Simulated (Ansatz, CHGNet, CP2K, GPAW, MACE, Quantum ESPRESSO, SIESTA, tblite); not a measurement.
**A faulty CP2K run on the unslipped end of a generalised stacking fault on (111) of Pb (72 atoms)**

Program: CP2K 2026.2, a calculation on a cell of 72 Pb, 30.5 Å³ an atom.

input.inp

```
&GLOBAL
  PROJECT cell
  RUN_TYPE ENERGY_FORCE
  PRINT_LEVEL LOW
&END GLOBAL
&FORCE_EVAL
  METHOD QS
  STRESS_TENSOR ANALYTICAL
  &DFT
    BASIS_SET_FILE_NAME BASIS_MOLOPT
    POTENTIAL_FILE_NAME GTH_POTENTIALS
    &MGRID
      CUTOFF 350
      REL_CUTOFF 50
    &END MGRID
    &QS
      EPS_DEFAULT 1.0E-12
    &END QS
    &SCF
      SCF_GUESS ATOMIC
      EPS_SCF 1.0E-06
      MAX_SCF 25
      &OT
        MINIMIZER DIIS
        PRECONDITIONER FULL_SINGLE_INVERSE
      &END OT
      &OUTER_SCF
        EPS_SCF 1.0E-06
        MAX_SCF 2
      &END OUTER_SCF
      &PRINT
        &RESTART OFF
        &END RESTART
      &END PRINT
    &END SCF
    &XC
      &XC_FUNCTIONAL PBE
      &END XC_FUNCTIONAL
    &END XC
    &PRINT
      &MULLIKEN ON
      &END MULLIKEN
      &HIRSHFELD ON
        SHAPE_FUNCTION DENSITY
      &END HIRSHFELD
      &MO_CUBES
        NHOMO 1
        NLUMO 4
        WRITE_CUBE F
      &END MO_CUBES
    &END PRINT
  &END DFT
  &SUBSYS
    &CELL
      A 10.50054 0.00000 0.00000
      B 0.00000 12.12497 0.00000
      C 0.00000 0.00000 17.24730
    &END CELL
    &COORD
      SCALED
      Pb 0.83512 0.74612 0.99329
      Pb 0.83154 0.91141 0.16960
      Pb 0.49588 0.75123 0.99319
      Pb 0.50063 0.91837 0.16375
      Pb 0.66527 0.50183 0.99923
      Pb 0.67494 0.66764 0.17119
      Pb 0.66706 0.83938 0.32995
      Pb 0.82929 0.25290 0.99472
      Pb 0.83724 0.41846 0.16756
      Pb 0.83265 0.58094 0.33924
[... 58 atom lines left out ...]
      Pb 0.99689 0.99589 0.49602
      Pb 0.99062 0.16395 0.66120
      Pb 0.00333 0.32959 0.83098
      Pb 0.15310 0.09185 0.82843
    &END COORD
    &KIND Pb
      BASIS_SET DZVP-MOLOPT-SR-GTH-q4
      POTENTIAL GTH-PBE-q4
    &END KIND
  &END SUBSYS
  &PRINT
    &FORCES ON
    &END FORCES
    &STRESS_TENSOR ON
    &END STRESS_TENSOR
  &END PRINT
&END FORCE_EVAL
```

Run with:

```bash
> OMP_NUM_THREADS=1 mpirun -np 4 cp2k.psmp -i input.inp > output.txt
```

Numbers of over 12 decimals in the logs are rounded to 6 here.

The program printed:

```text
CP2K| version string:                                       CP2K version 2026.2
 CP2K| Input file name                                                 input.inp
 GLOBAL| Basis set file name                                        BASIS_MOLOPT
 GLOBAL| Potential file name                                      GTH_POTENTIALS
 GLOBAL| Run type                                                   ENERGY_FORCE
 GLOBAL| Total number of message passing processes                             4
 GLOBAL| Number of threads for this process                                    1
 TOTAL NUMBERS AND MAXIMUM NUMBERS
  Total number of            - Atomic kinds:                                   1
                             - Atoms:                                         72
                             - Shell sets:                                    72
                             - Shells:                                       360
                             - Primitive Cartesian functions:                360
                             - Cartesian basis functions:                   1008
[... lines left out ...]
 Number of electrons:                                                        288
[... lines left out ...]
  Step     Update method      Time    Convergence         Total energy    Change
[... lines left out ...]
  Total energy:                                              -257.321294
[... lines left out ...]
  Step     Update method      Time    Convergence         Total energy    Change
[... lines left out ...]
  Hartree energy:                                             234.882330
  Exchange-correlation energy:                                -72.573377
  Total energy:                                              -257.369875
  outer SCF iter =    2 RMS gradient =   0.98E-04 energy =       -257.3698749314
  ----------------------------------- OT ---------------------------------------
  Minimizer      : DIIS                : direct inversion
                                         in the iterative subspace
                                         using   7 DIIS vectors
                                         safer DIIS on
  Preconditioner : FULL_SINGLE_INVERSE : inversion of
                                         H + eS - 2*(Sc)(c^T*H*c+const)(Sc)^T
  Precond_solver : DEFAULT
  stepsize       :    0.08000000                  energy_gap     :    0.08000000
  eps_taylor     :   0.10000E-15                  max_taylor     :             4
  ----------------------------------- OT ---------------------------------------
  Step     Update method      Time    Convergence         Total energy    Change
[...]
24 OT DIIS     0.80E-01    3.7     0.00003494      -257.3745555115 -7.94E-05
    25 OT DIIS     0.80E-01    3.7     0.00003373      -257.3746412830 -8.58E-05
  Leaving inner SCF loop after reaching    25 steps.
  Electronic density on regular grids:       -288.0000000000       -0.0000000000
  Core density on regular grids:              287.9999999984       -0.0000000016
  Total charge density on r-space grids:       -0.0000000016
  Total charge density g-space grids:          -0.0000000016
  Overlap energy of the core charge distribution:               7.33e-11
  Self energy of the core charge distribution:               -526.272389
  Core Hamiltonian energy:                                    106.578259
  Hartree energy:                                             234.892718
  Exchange-correlation energy:                                -72.573229
  Total energy:                                              -257.374641
  outer SCF iter =    3 RMS gradient =   0.34E-04 energy =       -257.3746412830
  outer SCF loop FAILED to converge after    3 iterations or   75 steps
 *   ___                                                                       *
 *  /   \                                                                      *
 * [ABORT]                                                                     *
 *  \___/     SCF run NOT converged. To continue the calculation regardless,   *
 *    |             please set the keyword IGNORE_CONVERGENCE_FAILURE.         *
 *  O/|                                                                        *
 * /| |                                                                        *
```

The job ended after 4.7 min (4 MPI ranks of Arm Neoverse V2, shared host; peak memory 2.3 GiB).

Banners, paths, timers and routine set-up lines are dropped from the logs unmarked, and long logs keep their key lines alone; longer cuts are marked.

Why should this run not be trusted?

Orbital transformation for a cell without a gap: solver OT. The sound run has solver diagonalisation.

The run ended unconverged.

[Also dropped from logs without a mark: logging warnings of Python, and SIESTA's first energy breakdown and zero terms.]

[Logs are printed without paths, hosts, clocks, repeated set-up lines and the standing remarks that a program may print on its own settings, such as how far it seeks lower states.]

[Hosts, paths, dates, database ids (printed as entryN), source tags and the programs' standing remarks are cut or masked in the printed files.]
